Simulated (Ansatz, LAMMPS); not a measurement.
# Static equation of state of glassy 72SiO2-17Al2O3-6BaO-6ZnO (mol %) (116 atoms)

Density of this cell: 2.88 g/cm³. The cell holds 116 atoms: 26 Si, 12 Al, 2 Ba, 2 Zn and 74 O. Its edges and angles: a = 11.511 Å, b = 11.716 Å, c = 11.323 Å, α = 87.0°, β = 91.9°, γ = 91.3°. The starting structure: 116 atoms (26 Si, 12 Al, 2 Ba, 2 Zn, 74 O) placed at random at 3.22 g/cm³, melted at 4000 K for 10 ps at fixed volume with the Morse and Coulomb pair potential with partial charges (Pedone, Malavasi, Menziani, Cormack and Segre, J. Phys. Chem. B 110, 11780 (2006)). Quenched from 4000 K to 300 K at 50 K/ps and fixed volume, held 5 ps.

Calculated with Ansatz 0.2.0: Kohn-Sham DFT, revPBE, PAW (set soft_2), plane waves; cutoff 420 eV, Γ point, fixed occupations. Cell and atoms were relaxed first, to V0 = 13.137 Å³ an atom at a residual P0 = -0.009 GPa. The cell was then scaled evenly, and the atoms were relaxed at each volume.

| volume (Å³/atom) | pressure (GPa) |
| --- | --- |
| 11.823 | ? |
| 12.349 | 4.107 |
| 12.743 | 2.091 |
| 13.531 | -1.301 |
| 13.925 | -2.822 |

Task: Fit the third-order Birch–Murnaghan equation to the rows given and extrapolate to the withheld row.

Worked fit:

Take the Eulerian strain f = ½[(V0/V)^(2/3) − 1] and the normalised pressure F = (P − P0) / [3f(1 + 2f)^(5/2)]. The third-order Birch–Murnaghan equation is then the line F = B0 + (3/2)B0(B′ − 4) f, so u = f and v = F.

| u = f | v = F (GPa) |
| --- | --- |
| 0.0210564 | 58.7641 |
| 0.0102567 | 64.8709 |
| -0.00975633 | 46.3738 |
| -0.0190504 | 54.2396 |

With n = 4: mean u = 6.2657e-4, mean v = 56.0621, Σ(u − ū)² = 0.0010051, Σ(u − ū)(v − v̄) = 0.27649. Slope b = 0.27649 / 0.0010051 = 275.08; intercept a = v̄ − b ū = 55.890.

So B0 = a = 55.9 GPa and B′ = 4 + 2b/(3a) = 7.28. At the withheld volume f = 0.03638, F = a + b f = 65.90 GPa, and P = P0 + 3f(1 + 2f)^(5/2) F.

Prediction at 11.823: 8.565 GPa. The run gave 7.485 GPa, so the fit is high by 1.1 GPa (14 % of the value).

The series isn't one smooth equation of state: even a line fitted to all rows, the withheld one included, misses F by up to 15.6 %, the count of bonds changes along the series, an atom moves over 0.5 Å in some relaxation and a scaled cell ends below the relaxed one in energy. B0 and B′ are then only the numbers of this fit, not moduli of the material. Among the rows given, the largest miss of the fit is at 12.349, by 0.20 GPa (2.0 % of the range of the table).

Limits: Static cells at zero temperature; the cell shape is held. The program notes that the SCF threshold of these relaxations is loose for the stress. The quench rate of 50 K/ps is many orders above laboratory rates, so the cell is likely richer in defects and strain than a real sample. The network of bonds at the start is that of the classical potential that made the cell, and needn't be the one that DFT or experiment would give. Only the Γ point is sampled, in a cell whose shortest periodic width is 11 Å.

[Hosts, paths, dates, database ids (printed as entryN), source tags and the programs' standing remarks are cut or masked in the printed files.]
